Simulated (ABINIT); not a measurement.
# SiO2 (Quartz): a self-consistent loop beyond G0W0, cycle by cycle, part 2 of 3

Wanted: G0W0 and self-consistent gaps of SiO2 (Quartz), with the cost of the cycles.

ABINIT 10.8.3; PBE and many-body steps on it, plane waves. Known limits of the many-body steps: not at the basis limit; coarse k mesh.

So far. Step 5 (evGW0, cycle 1): Against G0W0 in ABINIT (3×3×2 mesh, 216 bands, screening to 155.1 eV, Godby-Needs plasmon pole), the gap moves by +0.490 eV. This first cycle still uses the starting levels; it takes the full correction, at all points of the mesh, and its linearised value is 8.619 eV. Step 6 (evGW0, cycle 2): Against the cycle before, the gap moves by −0.102 eV.

### Step 7. evGW0, cycle 3

Level of this step: evGW0 on PBE, plane waves, norm-conserving pseudopotentials (ABINIT).

Contents of run.abi:

```
acell 3*1.0 Angstrom
rprim 
  4.915799999986 0.000000000003 0.000000000000
  -2.457899999996 4.257207679910 0.000000000000
  0.000000000000 0.000000000000 5.409100000000
ntypat 2
znucl 14 8
natom 9
typat 1 1 1 2 2 2 2 2 2
xred 
  0.530300000000 0.000000000000 0.333333333333
  0.000000000000 0.530300000000 0.666666666667
  0.469700000000 0.469700000000 -0.000000000000
  0.146200000000 0.414200000000 0.881000000000
  0.585800000000 0.732000000000 0.214333333333
  0.268000000000 0.853800000000 0.547666666667
  0.414200000000 0.146200000000 0.119000000000
  0.732000000000 0.585800000000 0.785666666667
  0.853800000000 0.268000000000 0.452333333333
pp_dirpath "pseudos"
pseudos "Si.upf, O.upf"
ecut 36
ngkpt 3 3 2
nshiftk 1
shiftk 0 0 0
kptopt 1
chksymbreak 0
istwfk *1
occopt 1
irdwfk 1
optdriver 4
nband 216
gwcalctyp 10
ecutsigx 36
symsigma 1
nkptgw 6
kptgw 
  0.0000000000 0.0000000000 0.0000000000
  0.3333333333 0.0000000000 0.0000000000
  0.3333333333 0.3333333333 0.0000000000
  0.0000000000 0.0000000000 0.5000000000
  0.3333333333 0.0000000000 0.5000000000
  0.3333333333 0.3333333333 0.5000000000
bdgw 
  7 32
  7 32
  7 32
  7 32
  7 32
  7 32
ecuteps 5.7
irdscr 1
ppmodel 1
irdqps 1
indata_prefix "in"
outdata_prefix "out"
tmpdata_prefix "tmp"
```

Launch:

```
OMP_NUM_THREADS=1 mpirun -n 4 abinit run.abi > log
```

Log:

```text
.Version 10.8.3 of ABINIT. v10.8.2 released Aug 2026.

 Symmetries : space group P3_1 2 1 (#152); Bravais hP (primitive hexag.)
[... echo of the input left out ...]
== DATASET  1 ==================================================================
-   mpi_nproc: 4, omp_nthreads: 1 (-1 if OMP is not activated)

--- !DatasetInfo
iteration_state: {dtset: 1, }
dimensions: {natom: 9, nkpt: 6, mband: 216, nsppol: 1, nspinor: 1, nspden: 1, mpw: 7935, }
cutoff_energies: {ecut:  36.0, pawecutdg:  -1.0, }
[...]
.  kptgw no:  4; Maximum DeltaE = (   0.007   0.000) for band index: 25
.  kptgw no:  5; Maximum DeltaE = (   0.013   0.000) for band index: 25
.  kptgw no:  6; Maximum DeltaE = (  -0.001   0.000) for band index: 19

== END DATASET(S) ==============================================================
================================================================================

 -outvars: echo values of variables after computation  --------
           etotal      0.0000000000E+00
            nband         216
             nkpt           6
          spgroup         152
 [... the other variables as echoed above ...]

 Calculation completed.
```

It took 12 min on 4 MPI ranks of Arm Neoverse V2, shared host; peak memory 2.7 GiB.

This step gave:

| Property | Result |
| --- | --- |
| quasiparticle gap on the mesh | 9.003 eV |
| gap of the density functional on the mesh | 6.038 eV |
| k of the valence top | 0.3333, 0.3333, 0 |
| k of the conduction bottom | 0, 0, 0 |
| least direct quasiparticle gap on the computed points | 9.398 eV |

Against the cycle before, the gap moves by −0.004 eV.

### Step 8. Screening, 3×3×2 mesh, 216 bands, screening to 155.1 eV

This step: RPA screening on PBE, plane waves, norm-conserving pseudopotentials.

run.abi, as its differences from that of step 7:

```diff
@@ -30,26 +30,13 @@
 irdwfk 1
-optdriver 4
+optdriver 3
 nband 216
+ecuteps 5.7
+inclvkb 2
+awtr 1
+symchi 1
 gwcalctyp 10
-ecutsigx 36
-symsigma 1
-nkptgw 6
-kptgw 
-  0.0000000000 0.0000000000 0.0000000000
-  0.3333333333 0.0000000000 0.0000000000
-  0.3333333333 0.3333333333 0.0000000000
-  0.0000000000 0.0000000000 0.5000000000
-  0.3333333333 0.0000000000 0.5000000000
-  0.3333333333 0.3333333333 0.5000000000
-bdgw 
-  7 32
-  7 32
-  7 32
-  7 32
-  7 32
-  7 32
-ecuteps 5.7
-irdscr 1
-ppmodel 1
-irdqps 1
+mbpt_sciss 3.418 eV
+nqptdm 1
+qptdm 
+  0 0 0
 indata_prefix "in"
```

Log:

```text
.Version 10.8.3 of ABINIT. v10.8.2 released Aug 2026.

 Symmetries : space group P3_1 2 1 (#152); Bravais hP (primitive hexag.)
[... echo of the input left out ...]
== DATASET  1 ==================================================================
-   mpi_nproc: 4, omp_nthreads: 1 (-1 if OMP is not activated)

--- !DatasetInfo
iteration_state: {dtset: 1, }
dimensions: {natom: 9, nkpt: 6, mband: 216, nsppol: 1, nspinor: 1, nspden: 1, mpw: 7935, }
cutoff_energies: {ecut:  36.0, pawecutdg:  -1.0, }
electrons: {nelect:   4.80000000E+01, charge:   0.00000000E+00, occopt:   1.00000000E+00, tsmear:   1.00000000E-02, }

 SCREENING: Calculation of the susceptibility and dielectric matrices

 Based on a program developped by R.W. Godby, V. Olevano, G. Onida, and L. Reining.
 Incorporated in ABINIT by V. Olevano, G.-M. Rignanese, and M. Torrent.
.Using double precision arithmetic ; gwpc =  8

[... cell and pseudopotentials left out ...]
--------------------------------------------------------------------------------

 ==== K-mesh for the wavefunctions ====
 Number of points in the irreducible wedge :     6
[... list of points left out ...]
 Together with  6 symmetry operations and time-reversal symmetry
 yields    18 points in the full Brillouin Zone.

 ==== Q-mesh for the screening function ====
 Number of points in the irreducible wedge :     6
[... list of points left out ...]
 Together with  6 symmetry operations and time-reversal symmetry
 yields    18 points in the full Brillouin Zone.

 setmesh: FFT mesh size selected  =    36x   36x   45
          total number of points  =        58320

 vcoul_init : cutoff-mode = AUXILIARY_FUNCTION
 q-points for optical limit:   1
     1)      0.000010    0.000020    0.000030

 Dielectric matrix will be calculated only for some
 selected q points provided by the user through the input variables
 nqptdm and qptdm

- screening: taking advantage of time-reversal symmetry
- Maximum band index for partially occupied states nbvw = 24
- Remaining bands to be divided among processors   nbcw = 192
- Number of bands treated by each node ~48

 rdqps: reading QP wavefunctions of the previous step
        looking for file in_QPS
 file not found, 1st iteration initialized with KS eigenelements

 screening : performing a first self-consistency
 update of the energies in W by a scissor operator
 applying a scissor operator of [eV] :   3.418

 Number of electrons calculated from density =   48.0000; Expected =   48.0000
 average of density, n =  0.062835
 r_s =    1.5604
 omega_plasma =   24.1800 [eV]

 calculating chi0 at frequencies [eV] :
  1    0.000000E+00    0.000000E+00
  2    0.000000E+00    2.417998E+01

--------------------------------------------------------------------------------
  q-point number  1        q = ( 0.000000, 0.000000, 0.000000) [r.l.u.]
--------------------------------------------------------------------------------
[... chi0 elements left out ...]
 For q-point:  0.000010 0.000020 0.000030
  dielectric constant =   2.0775
  dielectric constant without local fields =   2.2332

  Average fulfillment of the sum rule on Im[epsilon] for q-point    1 :     75.86  [%]
[... wings left out ...]
== END DATASET(S) ==============================================================
================================================================================

 -outvars: echo values of variables after computation  --------
           etotal      0.0000000000E+00
            nband         216
             nkpt           6
          spgroup         152
 [... the other variables as echoed above ...]

 Calculation completed.
```

Elapsed: 62 s, on 4 MPI ranks; peak memory 2.3 GiB.

Numbers from this step:

* ε∞ with local fields, on this mesh, along the program's q direction: 2.078
* the same without local fields: 2.233
* plasma frequency: 24.18 eV
* plane waves in the screening matrix: 503

This screening uses the functional's bands under a rigid shift, the mean opening of the cycle before.

### Step 9. Screening, 3×3×2 mesh, 216 bands, screening to 155.1 eV

This step: RPA screening on PBE from quasiparticle energies, plane waves, norm-conserving pseudopotentials.

run.abi, as its differences from that of step 8:

```diff
@@ -36,7 +36,11 @@
 symchi 1
+irdqps 1
 gwcalctyp 10
-mbpt_sciss 3.418 eV
-nqptdm 1
+nqptdm 5
 qptdm 
-  0 0 0
+  0.3333333333 0.0000000000 0.0000000000
+  0.3333333333 0.3333333333 0.0000000000
+  0.0000000000 0.0000000000 0.5000000000
+  0.3333333333 0.0000000000 0.5000000000
+  0.3333333333 0.3333333333 0.5000000000
 indata_prefix "in"
```

Contents of mrgscr.stdin:

```
2
merged
q0_SCR
out_SCR
1
```

Launch:

```
OMP_NUM_THREADS=1 mpirun -n 4 abinit run.abi > log; mrgscr < mrgscr.stdin
```

Log:

```text
.Version 10.8.3 of ABINIT. v10.8.2 released Aug 2026.

 Symmetries : space group P3_1 2 1 (#152); Bravais hP (primitive hexag.)
[... echo of the input left out ...]
== DATASET  1 ==================================================================
-   mpi_nproc: 4, omp_nthreads: 1 (-1 if OMP is not activated)

--- !DatasetInfo
iteration_state: {dtset: 1, }
dimensions: {natom: 9, nkpt: 6, mband: 216, nsppol: 1, nspinor: 1, nspden: 1, mpw: 7935, }
cutoff_energies: {ecut:  36.0, pawecutdg:  -1.0, }
[...]
q-point number  1        q = ( 0.333333, 0.000000, 0.000000) [r.l.u.]
--------------------------------------------------------------------------------
[... chi0 elements left out ...]
  Average fulfillment of the sum rule on Im[epsilon] for q-point    2 :     80.66  [%]

--------------------------------------------------------------------------------
  q-point number  2        q = ( 0.333333, 0.333333, 0.000000) [r.l.u.]
--------------------------------------------------------------------------------
[... chi0 elements left out ...]
  Average fulfillment of the sum rule on Im[epsilon] for q-point    3 :     78.07  [%]

 [... 3 further q-points ...]
```

Elapsed: 81 s, on 4 MPI ranks; peak memory 2 GiB.

Numbers from this step:

```yaml
plasma_frequency: 24.18 eV
plane_waves_in_the_screening_matrix: 503
```

This screening reads the quasiparticle levels of the cycle before.

### Step 10. evGW, cycle 1

This step: evGW on PBE, plane waves, norm-conserving pseudopotentials.

run.abi, as its differences from that of step 9:

```diff
@@ -30,12 +30,10 @@
 irdwfk 1
-optdriver 3
+optdriver 4
 nband 216
-ecuteps 5.7
-inclvkb 2
-awtr 1
-symchi 1
-irdqps 1
 gwcalctyp 10
-nqptdm 5
-qptdm 
+ecutsigx 36
+symsigma 1
+nkptgw 6
+kptgw 
+  0.0000000000 0.0000000000 0.0000000000
   0.3333333333 0.0000000000 0.0000000000
@@ -45,2 +43,13 @@
   0.3333333333 0.3333333333 0.5000000000
+bdgw 
+  7 32
+  7 32
+  7 32
+  7 32
+  7 32
+  7 32
+ecuteps 5.7
+irdscr 1
+ppmodel 1
+irdqps 1
 indata_prefix "in"
```

Launch:

```
OMP_NUM_THREADS=1 mpirun -n 4 abinit run.abi > log
```

Log:

```text
.Version 10.8.3 of ABINIT. v10.8.2 released Aug 2026.

 Symmetries : space group P3_1 2 1 (#152); Bravais hP (primitive hexag.)
[... echo of the input left out ...]
== DATASET  1 ==================================================================
-   mpi_nproc: 4, omp_nthreads: 1 (-1 if OMP is not activated)

--- !DatasetInfo
iteration_state: {dtset: 1, }
dimensions: {natom: 9, nkpt: 6, mband: 216, nsppol: 1, nspinor: 1, nspden: 1, mpw: 7935, }
cutoff_energies: {ecut:  36.0, pawecutdg:  -1.0, }
[...]
.  kptgw no:  4; Maximum DeltaE = (   0.227  -0.000) for band index:  1
.  kptgw no:  5; Maximum DeltaE = (   0.226   0.000) for band index:  1
.  kptgw no:  6; Maximum DeltaE = (   0.235   0.000) for band index:  1

== END DATASET(S) ==============================================================
================================================================================

 -outvars: echo values of variables after computation  --------
           etotal      0.0000000000E+00
            nband         216
             nkpt           6
          spgroup         152
 [... the other variables as echoed above ...]

 Calculation completed.
```

Run time: 12 min. Hardware: 4 MPI ranks; peak memory 2.7 GiB.

Numbers from this step:

| Quantity | Value |
| --- | --- |
| quasiparticle gap on the mesh | 9.552 eV |
| gap of the density functional on the mesh | 6.038 eV |
| k of the valence top | 0.3333, 0.3333, 0 |
| k of the conduction bottom | 0, 0, 0 |
| least direct quasiparticle gap on the computed points | 9.95 eV |

Against G0W0 in ABINIT (3×3×2 mesh, 216 bands, screening to 155.1 eV, Godby-Needs plasmon pole), the gap moves by +0.933 eV.

### Step 11. Screening, 3×3×2 mesh, 216 bands, screening to 155.1 eV

This step: RPA screening on PBE, plane waves, norm-conserving pseudopotentials.

run.abi, as its differences from that of step 10:

```diff
@@ -30,26 +30,13 @@
 irdwfk 1
-optdriver 4
+optdriver 3
 nband 216
+ecuteps 5.7
+inclvkb 2
+awtr 1
+symchi 1
 gwcalctyp 10
-ecutsigx 36
-symsigma 1
-nkptgw 6
-kptgw 
-  0.0000000000 0.0000000000 0.0000000000
-  0.3333333333 0.0000000000 0.0000000000
-  0.3333333333 0.3333333333 0.0000000000
-  0.0000000000 0.0000000000 0.5000000000
-  0.3333333333 0.0000000000 0.5000000000
-  0.3333333333 0.3333333333 0.5000000000
-bdgw 
-  7 32
-  7 32
-  7 32
-  7 32
-  7 32
-  7 32
-ecuteps 5.7
-irdscr 1
-ppmodel 1
-irdqps 1
+mbpt_sciss 3.999 eV
+nqptdm 1
+qptdm 
+  0 0 0
 indata_prefix "in"
```

Log:

```text
.Version 10.8.3 of ABINIT. v10.8.2 released Aug 2026.

 Symmetries : space group P3_1 2 1 (#152); Bravais hP (primitive hexag.)
[... echo of the input left out ...]
== DATASET  1 ==================================================================
-   mpi_nproc: 4, omp_nthreads: 1 (-1 if OMP is not activated)

--- !DatasetInfo
iteration_state: {dtset: 1, }
dimensions: {natom: 9, nkpt: 6, mband: 216, nsppol: 1, nspinor: 1, nspden: 1, mpw: 7935, }
cutoff_energies: {ecut:  36.0, pawecutdg:  -1.0, }
[...]
[... chi0 elements left out ...]
 For q-point:  0.000010 0.000020 0.000030
  dielectric constant =   2.0452
  dielectric constant without local fields =   2.1938

  Average fulfillment of the sum rule on Im[epsilon] for q-point    1 :     77.10  [%]
[... wings left out ...]
== END DATASET(S) ==============================================================
================================================================================

 -outvars: echo values of variables after computation  --------
           etotal      0.0000000000E+00
            nband         216
             nkpt           6
          spgroup         152
 [... the other variables as echoed above ...]

 Calculation completed.
```

Wall time 63 s (4 MPI ranks); peak memory 2.3 GiB; 4.2 min of CPU time.

Numbers from this step:

```yaml
eps_infinity_with_local_fields_on_this_mesh_along_the_program_s_q_direction: 2.045
the_same_without_local_fields: 2.194
plasma_frequency: 24.18 eV
plane_waves_in_the_screening_matrix: 503
```

This screening uses the functional's bands under a rigid shift, the mean opening of the cycle before.

### Step 12. Screening, 3×3×2 mesh, 216 bands, screening to 155.1 eV

This step: RPA screening on PBE from quasiparticle energies, plane waves, norm-conserving pseudopotentials.

run.abi, as its differences from that of step 11:

```diff
@@ -36,7 +36,11 @@
 symchi 1
+irdqps 1
 gwcalctyp 10
-mbpt_sciss 3.999 eV
-nqptdm 1
+nqptdm 5
 qptdm 
-  0 0 0
+  0.3333333333 0.0000000000 0.0000000000
+  0.3333333333 0.3333333333 0.0000000000
+  0.0000000000 0.0000000000 0.5000000000
+  0.3333333333 0.0000000000 0.5000000000
+  0.3333333333 0.3333333333 0.5000000000
 indata_prefix "in"
```

mrgscr.stdin is that of step 9.

Launch:

```
OMP_NUM_THREADS=1 mpirun -n 4 abinit run.abi > log; mrgscr < mrgscr.stdin
```

Log:

```text
.Version 10.8.3 of ABINIT. v10.8.2 released Aug 2026.

 Symmetries : space group P3_1 2 1 (#152); Bravais hP (primitive hexag.)
[... echo of the input left out ...]
== DATASET  1 ==================================================================
-   mpi_nproc: 4, omp_nthreads: 1 (-1 if OMP is not activated)

--- !DatasetInfo
iteration_state: {dtset: 1, }
dimensions: {natom: 9, nkpt: 6, mband: 216, nsppol: 1, nspinor: 1, nspden: 1, mpw: 7935, }
cutoff_energies: {ecut:  36.0, pawecutdg:  -1.0, }
[...]
q-point number  1        q = ( 0.333333, 0.000000, 0.000000) [r.l.u.]
--------------------------------------------------------------------------------
[... chi0 elements left out ...]
  Average fulfillment of the sum rule on Im[epsilon] for q-point    2 :     81.77  [%]

--------------------------------------------------------------------------------
  q-point number  2        q = ( 0.333333, 0.333333, 0.000000) [r.l.u.]
--------------------------------------------------------------------------------
[... chi0 elements left out ...]
  Average fulfillment of the sum rule on Im[epsilon] for q-point    3 :     79.05  [%]

 [... 3 further q-points ...]
```

Wall time 82 s (4 MPI ranks); peak memory 2 GiB; 5.5 min of CPU time.

Numbers from this step:

```
plasma frequency                    : 24.18 eV
plane waves in the screening matrix : 503
```

This screening reads the quasiparticle levels of the cycle before.

### Step 13. evGW, cycle 2

This step: evGW on PBE, plane waves, norm-conserving pseudopotentials.

run.abi, as its differences from that of step 12:

```diff
@@ -30,12 +30,10 @@
 irdwfk 1
-optdriver 3
+optdriver 4
 nband 216
-ecuteps 5.7
-inclvkb 2
-awtr 1
-symchi 1
-irdqps 1
 gwcalctyp 10
-nqptdm 5
-qptdm 
+ecutsigx 36
+symsigma 1
+nkptgw 6
+kptgw 
+  0.0000000000 0.0000000000 0.0000000000
   0.3333333333 0.0000000000 0.0000000000
@@ -45,2 +43,13 @@
   0.3333333333 0.3333333333 0.5000000000
+bdgw 
+  7 32
+  7 32
+  7 32
+  7 32
+  7 32
+  7 32
+ecuteps 5.7
+irdscr 1
+ppmodel 1
+irdqps 1
 indata_prefix "in"
```

Launch:

```
OMP_NUM_THREADS=1 mpirun -n 4 abinit run.abi > log
```

Log:

```text
.Version 10.8.3 of ABINIT. v10.8.2 released Aug 2026.

 Symmetries : space group P3_1 2 1 (#152); Bravais hP (primitive hexag.)
[... echo of the input left out ...]
== DATASET  1 ==================================================================
-   mpi_nproc: 4, omp_nthreads: 1 (-1 if OMP is not activated)

--- !DatasetInfo
iteration_state: {dtset: 1, }
dimensions: {natom: 9, nkpt: 6, mband: 216, nsppol: 1, nspinor: 1, nspden: 1, mpw: 7935, }
cutoff_energies: {ecut:  36.0, pawecutdg:  -1.0, }
[...]
.  kptgw no:  4; Maximum DeltaE = (  -0.033   0.001) for band index:  9
.  kptgw no:  5; Maximum DeltaE = (   0.021  -0.000) for band index:  1
.  kptgw no:  6; Maximum DeltaE = (   0.016  -0.000) for band index:  4

== END DATASET(S) ==============================================================
================================================================================

 -outvars: echo values of variables after computation  --------
           etotal      0.0000000000E+00
            nband         216
             nkpt           6
          spgroup         152
 [... the other variables as echoed above ...]

 Calculation completed.
```

Wall time 12 min (4 MPI ranks); peak memory 2.7 GiB; 49 min of CPU time.

This step gave:

```
quasiparticle gap on the mesh                         : 9.61 eV
gap of the density functional on the mesh             : 6.038 eV
k of the valence top                                  : 0.3333, 0.3333, 0
k of the conduction bottom                            : 0, 0, 0
least direct quasiparticle gap on the computed points : 10.01 eV
```

Against the cycle before, the gap moves by +0.058 eV.

### Step 14. Screening, 3×3×2 mesh, 216 bands, screening to 155.1 eV

This step: RPA screening on PBE, plane waves, norm-conserving pseudopotentials.

run.abi, as its differences from that of step 13:

```diff
@@ -30,26 +30,13 @@
 irdwfk 1
-optdriver 4
+optdriver 3
 nband 216
+ecuteps 5.7
+inclvkb 2
+awtr 1
+symchi 1
 gwcalctyp 10
-ecutsigx 36
-symsigma 1
-nkptgw 6
-kptgw 
-  0.0000000000 0.0000000000 0.0000000000
-  0.3333333333 0.0000000000 0.0000000000
-  0.3333333333 0.3333333333 0.0000000000
-  0.0000000000 0.0000000000 0.5000000000
-  0.3333333333 0.0000000000 0.5000000000
-  0.3333333333 0.3333333333 0.5000000000
-bdgw 
-  7 32
-  7 32
-  7 32
-  7 32
-  7 32
-  7 32
-ecuteps 5.7
-irdscr 1
-ppmodel 1
-irdqps 1
+mbpt_sciss 4.056 eV
+nqptdm 1
+qptdm 
+  0 0 0
 indata_prefix "in"
```

Log:

```text
.Version 10.8.3 of ABINIT. v10.8.2 released Aug 2026.

 Symmetries : space group P3_1 2 1 (#152); Bravais hP (primitive hexag.)
[... echo of the input left out ...]
== DATASET  1 ==================================================================
-   mpi_nproc: 4, omp_nthreads: 1 (-1 if OMP is not activated)

--- !DatasetInfo
iteration_state: {dtset: 1, }
dimensions: {natom: 9, nkpt: 6, mband: 216, nsppol: 1, nspinor: 1, nspden: 1, mpw: 7935, }
cutoff_energies: {ecut:  36.0, pawecutdg:  -1.0, }
[...]
[... chi0 elements left out ...]
 For q-point:  0.000010 0.000020 0.000030
  dielectric constant =   2.0422
  dielectric constant without local fields =   2.1901

  Average fulfillment of the sum rule on Im[epsilon] for q-point    1 :     77.22  [%]
[... wings left out ...]
== END DATASET(S) ==============================================================
================================================================================

 -outvars: echo values of variables after computation  --------
           etotal      0.0000000000E+00
            nband         216
             nkpt           6
          spgroup         152
 [... the other variables as echoed above ...]

 Calculation completed.
```

Wall time 61 s (4 MPI ranks); peak memory 2.3 GiB; 4.1 min of CPU time.

Numbers from this step:

```
ε∞ with local fields, on this mesh, along the program's q direction : 2.042
the same without local fields                                       : 2.190
plasma frequency                                                    : 24.18 eV
plane waves in the screening matrix                                 : 503
```

This screening uses the functional's bands under a rigid shift, the mean opening of the cycle before.

[end of part 2 of 3]

[Paths, hosts, dates, memory and timing lines, banners, echoed tables and standing remarks are left out of the program output.]

[Logs are printed without paths, hosts, clocks, repeated set-up lines and the standing remarks that a program may print on its own settings, such as how far it seeks lower states.]

[Runs of the session that timed out or met a known fault of the program may be left out.]

[Hosts, paths, dates, database ids (printed as entryN), source tags and the programs' standing remarks are cut or masked in the printed files.]

[G0W0 gaps are taken among the corrected bands and points alone; a level outside them can change the order at an edge.]

[Where Ansatz stands beside ABINIT at settings called matched, ABINIT's density can come from a denser mesh and the files from another edition; pairs whose starting gaps differed by over 0.03 eV were left out, so agreement reads better than it is.]
